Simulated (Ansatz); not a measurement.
# Lattice dynamics of ZrGe (model cell, started as NiAs type), part 2 of 2

Aim: the vibrations of ZrGe (model cell, started as NiAs type), their spectra, and whether the structure is stable.

Ansatz 0.2.0; DFT LDA, scalar-relativistic, plane waves, PAW.

So far. Step 4 (Tight relaxation): The forces vanish by symmetry and the pressure is 0.002 GPa, within the tolerances set. The cell now holds 20.32 Å³/atom. Step 5 (Zone-centre response): Before it was imposed, the acoustic sum rule was missed by 1.8e-5 eV/Å². Small misses are needed for a sound result but don't prove that mesh and cutoff are converged. The lowest optical mode is real, 136 cm⁻¹. The relaxed cell has a = 3.733, c = 6.733 Å (conventional setting).

The structure was built from a prototype and need not be the compound's stable phase.

## (6) Phonons on a q mesh

The mesh has a single point along some directions, so zone-edge points there are not solved. Linear response on a 3×3×1 q mesh gives force constants as far as a supercell of that size would.

The input, input.yaml:

```yaml
crystal:
  lattice:
    - [3.7334748973, 0.0, 0.0]
    - [-1.8667374486, 3.2332841054, 0.0]
    - [0.0, 0.0, 6.7327527824]
  atoms:
    - { symbol: Zr, position: [0.0, 0.0, 0.0] }
    - { symbol: Zr, position: [0.0, 0.0, 0.5] }
    - { symbol: Ge, position: [0.3333333333, 0.6666666667, 0.25] }
    - { symbol: Ge, position: [0.6666666667, 0.3333333333, 0.75] }
kpoints:
  mp_grid: { grid: [12, 12, 6] }
hamiltonian:
  xc: lda
scf:
  occupations: { method: methfessel_paxton, width: 0.15 }
output:
  eigenvalues: true
phonons:
  method: dfpt
  qmesh: [3, 3, 1]
  temperatures: { t_max: 1000, t_step: 50 }
  qpath:
    path:
      - [[0.0, 0.0, 0.0], [0.5, 0.0, 0.0], [0.33333333, 0.33333333, 0.0], [0.0, 0.0, 0.0], [0.0, 0.0, 0.5], [0.5, 0.0, 0.5], [0.33333333, 0.33333333, 0.5], [0.0, 0.0, 0.5]]
      - [[0.5, 0.0, 0.5], [0.5, 0.0, 0.0]]
      - [[0.33333333, 0.33333333, 0.5], [0.33333333, 0.33333333, 0.0]]
    npoints: 10
```

On the command line:

```
ansatz run input.yaml --threads 4 --pin off --max-ram 7168MiB --backend cpu --events-out ev --progress --plain --runs-dir out
```

Numbers of over 12 decimals in the logs are rounded to 6 here.

Log:

```text
[...]
Crystal: 4 atoms, lattice volume = 81.274 Å³
Basis set: ecut = 420 eV, 1595 PW (Γ), exchange–correlation on 50×50×96 points (8 copies of the dense FFT grid, shifted against one another)
Bands: 32, of which v1, the nominal top of the filled ones, is band 26 counted from 1 (25 counted from 0)
Symmetry: 24 space group operations
k-points: 76 of 864
[...]
SCF iter   1: F=—  HF=-16588.883210 eV  |F-HF|=—  |Δ(HF+E_count)|=         —  Δρ=6.66e-3  dr2=3.49e-2  ethr=1.77e-3  ⟨swp⟩=5.3  Hψ=8382  notcnv=0
[...]
SCF iter  10: F=-16588.870573 eV  HF=-16588.870573 eV  |F-HF|=7.28e-12  |Δ(HF+E_count)|=  7.28e-12  S|Δr|=    0.00e0  Δρ=4.18e-8  dr2=1.37e-12  ethr=1.00e-12  ⟨swp⟩=7.3  Hψ=10201  notcnv=0
SCF 1 converged in 10 iterations: F = -16588.870573 eV  dr2 = 1.37e-12
[...]
phonons: the bands overlap, so this run is a metal and interpolates without the dipole-dipole term. If the crystal is really an insulator or semiconductor, its LO-TO splitting is missing
NSCF: frozen V_eff on 76 k-points
[...]
DFPT response loops at q = (0, 0, 0) (fractional): preconditioner auto → Kerker (q_TF=auto, 2.533 Å⁻¹) (partly filled bands, converged f_vac=0.000); β = 1.00, the filter's whole step (`scf.mixing.beta` (0.50) is not read by the response loops under this deck's `scf.mixing.preconditioner`; to damp them name `kerker` or `kerker_dos`, under which they read `scf.mixing.beta`, and type it under 1.00, their step now; both keys bind the ground state too); Broyden in place of MSR1
[...]
SCF converged after 10 iterations
[...]
Free energy (F): -16588.870573 eV
[...]
Internal energy: -16588.873727 eV  (E = F + TS)
E sigma→0 (E₀):  -16588.871362 eV
Entropy (-TS):   0.003154 eV (0.788 meV/atom)
Fermi energy:    12.473481 eV
[...]
--- Band table (eV; the first three rows and the last of 76) ---
  k-point 0: bands = [... 22 lower, 10.9071, 11.2554, 13.1450, 13.1450, 13.2236, 13.2236, 14.2698, 15.3278, ... 2 higher]
  k-point 1: bands = [... 22 lower, 11.0018, 11.1517, 12.8603, 12.8603, 13.3041, 13.3041, 14.1242, 14.8270, ... 2 higher]
  k-point 2: bands = [... 22 lower, 11.2802, 11.2802, 12.2872, 12.2872, 13.5389, 13.5389, 14.0943, 14.3550, ... 2 higher]
  k-point 75: bands = [... 22 lower, 10.3004, 10.3004, 10.5646, 10.5646, 13.2106, 13.2106, 14.9449, 14.9449, ... 2 higher]
--- Phonons (Γ-DFPT): 4 representative perturbations + reference (Σ response iterations 13) ---
  ASR residual: 2.062e-5 → 0.000e0 eV/Å²; symmetrization residual: 3.257e-6 eV/Å²
  ASR residual per site (eV/Å²): 2.06e-5 2.06e-5 1.96e-5 1.96e-5
[...]
--- Phonons (arbitrary-q DFPT): 3 irreducible q on the 3×3×1 mesh ---
  q = [0.0000, 0.0000, 0.0000] (star 1, of the zone-centre solve; hermiticity 5.24e-7, symmetrization 6.93e-11): -0.00 0.00 0.00 135.88 135.88 154.07 154.07 185.68 185.68 209.25 218.37 261.51
  q = [0.0000, 0.3333, 0.0000] (star 6, 6 solved perturbations in 2340 linear systems a pass and spin channel, the states on 468 of 864 k-point pairs; hermiticity 5.72e-7, symmetrization 1.41e-10): 72.95 105.71 119.65 142.51 143.57 156.44 165.95 202.60 205.42 219.56 224.35 248.89
[...]
sum rule: each row above includes the acoustic sum rule's correction from the zone centre's row sums; it moved no ω² by more than (0.27 cm⁻¹)²
  mesh force constants: q→R imaginary residual 1.09e-16; ASR residual 2.062e-5 → 0.000e0 eV/Å²; symmetrization residual 7.994e-15 eV/Å²
  interpolated dispersion: 93 rows × 12 modes
  density of states and harmonic sums: on the 21×21×9 q-mesh, interpolated from the force constants of a 3×3×1 supercell (no non-analytic term)
  largest difference from the sums on the solved wave vectors: F 7.60e-2 eV, S 1.05e-4 and C_V 2.87e-5 eV/K
  zero-point energy: 0.123742 eV/cell   skipped modes (ω ≤ 0): 3   left out of the sums: 6.30e-5 of the cell's modes: C_V's classical limit lies that fraction below 3 k_B per atom; for a crystal, a wire or a layer, F and S can be off by more, and a phonons.interpolated_qmesh denser along its periods is the remedy for the sampling
```

The job ended after 4.5 min (4 threads of AMD EPYC 7R32 (Zen 2), shared host; peak memory 3.1 GiB; 17 min of CPU time).

This step gave:

| Property | Result |
| --- | --- |
| sum-rule residual before enforcement | 2.06e-5 eV/Å² |
| lowest mode on the q mesh (acoustic modes at Γ apart) | 72.95 cm⁻¹ |
| highest frequency at a solved wavevector (no LO-TO term at Γ) | 261.5 cm⁻¹ |

Frequencies (cm⁻¹) solved at each irreducible wavevector; negative means imaginary. Frequencies by wavevector, by row:

| q in reciprocal lattice units | star | mode 1 | mode 2 | mode 3 | mode 4 | mode 10 | mode 11 | mode 12 |
| --- | --- | --- | --- | --- | --- | --- | --- | --- |
| 0 0 0 | 1 | 0 | 0 | 0 | 135.9 | 209.2 | 218.4 | 261.5 |
| 0 0.3333 0 | 6 | 73 | 105.7 | 119.7 | 142.5 | 219.6 | 224.3 | 248.9 |
| 0.3333 0.3333 0 | 2 | 113 | 113 | 113.7 | 133.8 | 225.3 | 230.3 | 230.3 |

Symmetry leaves 3 wavevectors to solve. The lowest mode among them, the acoustic zeros apart, lies at q = (0, 0.333, 0) and is real, 73.0 cm⁻¹.

## (7) Another isotope, element Ge, natural mass 72.63 amu

An isotope changes the mass and not the force constants, so no new electronic calculation is needed; the shifts show which modes move this element.

The same force constants with the mass of Ge changed from 72.630 to 75.921 u (phonopy, no LO-TO term). Both lists are sorted by frequency; levels can cross, so a row need not hold one and the same mode. Modes under 3 cm⁻¹ are left out. Isotope shifts, by row:

| q | rank | natural mass (cm⁻¹) | changed mass (cm⁻¹) |
| --- | --- | --- | --- |
| 0 0 0 | 4 | 135.9 | 135.9 |
| 0 0 0 | 5 | 135.9 | 135.9 |
| 0 0 0 | 6 | 154.1 | 150.7 |
| 0 0 0 | 7 | 154.1 | 150.7 |
| 0 0 0 | 8 | 185.7 | 183.4 |
| 0 0 0 | 9 | 185.7 | 183.4 |
| 0 0 0 | 10 | 209.2 | 209.2 |
| 0 0 0 | 11 | 218.4 | 213.6 |
| 0 0 0 | 12 | 261.5 | 258.3 |
| 0 0.3333 0 | 1 | 72.95 | 72.19 |
| 0 0.3333 0 | 2 | 105.7 | 104.7 |
| 0 0.3333 0 | 3 | 119.7 | 118.2 |
| 0 0.3333 0 | 4 | 142.5 | 142.5 |
| 0 0.3333 0 | 5 | 143.6 | 142.6 |
| 0 0.3333 0 | 6 | 156.4 | 154.4 |
| 0 0.3333 0 | 7 | 165.9 | 162.3 |
| 0 0.3333 0 | 8 | 202.6 | 200.6 |
| 0 0.3333 0 | 9 | 205.4 | 203 |
| 0 0.3333 0 | 10 | 219.6 | 216.2 |
| 0 0.3333 0 | 11 | 224.3 | 222.3 |
| 0 0.3333 0 | 12 | 248.9 | 245.7 |
| 0.3333 0.3333 0 | 1 | 113 | 111.6 |
| 0.3333 0.3333 0 | 2 | 113 | 111.6 |
| 0.3333 0.3333 0 | 3 | 113.7 | 112.4 |
| 0.3333 0.3333 0 | 4 | 133.8 | 132.5 |
| 0.3333 0.3333 0 | 5 | 133.8 | 132.5 |
| 0.3333 0.3333 0 | 6 | 160.3 | 160.3 |
| 0.3333 0.3333 0 | 7 | 190.8 | 186.6 |
| 0.3333 0.3333 0 | 8 | 215.3 | 213.2 |
| 0.3333 0.3333 0 | 9 | 215.3 | 213.2 |
| 0.3333 0.3333 0 | 10 | 225.3 | 223 |
| 0.3333 0.3333 0 | 11 | 230.3 | 227.4 |
| 0.3333 0.3333 0 | 12 | 230.3 | 227.4 |

A mode of this element alone would shift by -2.19 %. The highest zone-centre frequency without the field goes from 261.5 to 258.3 cm⁻¹ (-1.2 %). The product of the frequency ratios over all optical modes at Γ is 0.902; the product rule, (m/m′)^(3k/2) (M′/M)^(3/2) with k = 2 such atoms and M the mass of the cell, gives 0.902.

## (8) Another isotope, element Zr, natural mass 91.222 amu

The same for Zr, from 91.22 to 95.91 u.

The same force constants with the mass of Zr changed from 91.222 to 95.908 u (phonopy, no LO-TO term). Both lists are sorted by frequency; levels can cross, so a row need not hold one and the same mode. Modes under 3 cm⁻¹ are left out. Isotope shifts, by row:

| q | rank | natural mass (cm⁻¹) | changed mass (cm⁻¹) |
| --- | --- | --- | --- |
| 0 0 0 | 4 | 135.9 | 132.5 |
| 0 0 0 | 5 | 135.9 | 132.5 |
| 0 0 0 | 6 | 154.1 | 154.1 |
| 0 0 0 | 7 | 154.1 | 154.1 |
| 0 0 0 | 8 | 185.7 | 183.7 |
| 0 0 0 | 9 | 185.7 | 183.7 |
| 0 0 0 | 10 | 209.2 | 204.1 |
| 0 0 0 | 11 | 218.4 | 218.4 |
| 0 0 0 | 12 | 261.5 | 258.7 |
| 0 0.3333 0 | 1 | 72.95 | 71.98 |
| 0 0.3333 0 | 2 | 105.7 | 104.1 |
| 0 0.3333 0 | 3 | 119.7 | 118.3 |
| 0 0.3333 0 | 4 | 142.5 | 139 |
| 0 0.3333 0 | 5 | 143.6 | 141 |
| 0 0.3333 0 | 6 | 156.4 | 154.7 |
| 0 0.3333 0 | 7 | 165.9 | 165.9 |
| 0 0.3333 0 | 8 | 202.6 | 200 |
| 0 0.3333 0 | 9 | 205.4 | 203.1 |
| 0 0.3333 0 | 10 | 219.6 | 218 |
| 0 0.3333 0 | 11 | 224.3 | 221.2 |
| 0 0.3333 0 | 12 | 248.9 | 246.4 |
| 0.3333 0.3333 0 | 1 | 113 | 111.7 |
| 0.3333 0.3333 0 | 2 | 113 | 111.7 |
| 0.3333 0.3333 0 | 3 | 113.7 | 112.4 |
| 0.3333 0.3333 0 | 4 | 133.8 | 131.8 |
| 0.3333 0.3333 0 | 5 | 133.8 | 131.8 |
| 0.3333 0.3333 0 | 6 | 160.3 | 156.3 |
| 0.3333 0.3333 0 | 7 | 190.8 | 190.8 |
| 0.3333 0.3333 0 | 8 | 215.3 | 212.3 |
| 0.3333 0.3333 0 | 9 | 215.3 | 212.3 |
| 0.3333 0.3333 0 | 10 | 225.3 | 222.3 |
| 0.3333 0.3333 0 | 11 | 230.3 | 228 |
| 0.3333 0.3333 0 | 12 | 230.3 | 228 |

A mode of this element alone would shift by -2.47 %. The highest zone-centre frequency without the field goes from 261.5 to 258.7 cm⁻¹ (-1.1 %). The product of the frequency ratios over all optical modes at Γ is 0.898; the product rule, (m/m′)^(3k/2) (M′/M)^(3/2) with k = 2 such atoms and M the mass of the cell, gives 0.898.

## (9) Results

```json
{
 "space group after relaxation (within 0.01 Å)": "P6_3/mmc",
 "volume per atom": "20.3 Å³",
 "electronic character": "no gap on this mesh",
 "highest optical mode at the zone centre (no LO-TO term)": "262 cm⁻¹",
 "lowest optical zone-centre mode": "136 cm⁻¹",
 "lowest mode on the q mesh (acoustic modes at Γ apart)": "73.0 cm⁻¹",
 "imaginary modes on the 3×3×1 q mesh": "none"
}
```

**Reading.** The structure is a minimum as far as tested: no mode is imaginary at the 3 irreducible wavevectors of the 3×3×1 mesh, and the softest away from the acoustic zeros lies at 73 cm⁻¹. The optical modes at Γ span 136 to 262 cm⁻¹. The q mesh is too sparse to interpolate, so only the solved wavevectors are given. With no gap, or one that is small against the smearing, the frequencies hang on the k mesh and the smearing, most of all near Kohn anomalies. The starting cell was built on a prototype and not taken from a measurement, so the phase need not exist. These are harmonic frequencies at zero temperature: anharmonic shifts, linewidths and thermal expansion are left out.

[Logs are printed without paths, hosts, clocks, repeated set-up lines and the standing remarks that a program may print on its own settings, such as how far it seeks lower states.]

[Hosts, paths, dates, database ids (printed as entryN), source tags and the programs' standing remarks are cut or masked in the printed files.]
